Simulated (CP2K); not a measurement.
Consider 2-mercaptopyrrole at its PBE geometry (Å).

```xyz
11

S     2.4767    0.1094   -0.7389
C     0.7919   -0.0399   -0.2860
C    -0.0422   -1.1511   -0.2213
C    -1.3427   -0.6946    0.1220
C    -1.2809    0.6852    0.2541
N     0.0120    1.0699   -0.0008
H     3.0221    0.0664    0.5039
H     0.2699   -2.1731   -0.4041
H    -2.2305   -1.3029    0.2570
H    -2.0451    1.4123    0.5036
H     0.3688    2.0185    0.0105
```

Method: CP2K XAS_TDP, all-electron GAPW, PBEh(45%), aug-cc-pVDZ, TDA, no relativity.

Predict the bright core excitations at the C K edge.

Leading lines: C2 283.19 eV, C3 281.98 eV, C4 282.28 eV and C5 282.56 eV. The leading line of an atom is its first one with 35 % of the strongest within 2.5 eV of its lowest line over the strength cut. 

The first six lines of each atom with a strength over 0.0015:

| atom | energy (eV) | states | strength, one atom |
| --- | --- | --- | --- |
| C2 (bonded to C, N and S) | 283.19 | 1 | 0.0461 |
|  | 284.86 | 1 | 0.0344 |
|  | 285.52 | 1 | 0.0025 |
|  | 286.22 | 1 | 0.0019 |
|  | 287.48 | 1 | 0.0025 |
|  | 287.81 | 1 | 0.0124 |
| C3 (bonded to 2 C and H) | 281.98 | 1 | 0.0482 |
|  | 284.08 | 1 | 0.0063 |
|  | 284.33 | 1 | 0.0049 |
|  | 284.63 | 1 | 0.0060 |
|  | 285.17 | 1 | 0.0021 |
|  | 285.55 | 1 | 0.0020 |
| C4 (bonded to 2 C and H) | 282.28 | 1 | 0.0491 |
|  | 283.76 | 1 | 0.0038 |
|  | 283.97 | 1 | 0.0074 |
|  | 284.58 | 1 | 0.0026 |
|  | 285.48 | 1 | 0.0015 |
|  | 285.80 | 1 | 0.0027 |
| C5 (bonded to C, N and H) | 282.56 | 1 | 0.0521 |
|  | 284.67 | 1 | 0.0103 |
|  | 285.52 | 1 | 0.0024 |
|  | 285.74 | 1 | 0.0016 |
|  | 286.30 | 1 | 0.0016 |
|  | 286.44 | 1 | 0.0019 |

Lines are vertical, at one geometry, with no vibrational structure. Without a correction of the core level, line positions, and the gaps between valence and Rydberg lines, follow the share of exact exchange. At this level such K lines come out 3 to 6 eV under measured ones. These values hold no scalar relativity, about 0.1 eV for C 1s. Rydberg lines, and the discretised continuum above threshold, depend on the basis and the box.

[Banner, clock and machine lines of the logs are left out without a mark of their own.]

[Logs are printed without paths, hosts, clocks, repeated set-up lines and the standing remarks that a program may print on its own settings, such as how far it seeks lower states.]

[Hosts, paths, dates, database ids (printed as entryN), source tags and the programs' standing remarks are cut or masked in the printed files.]
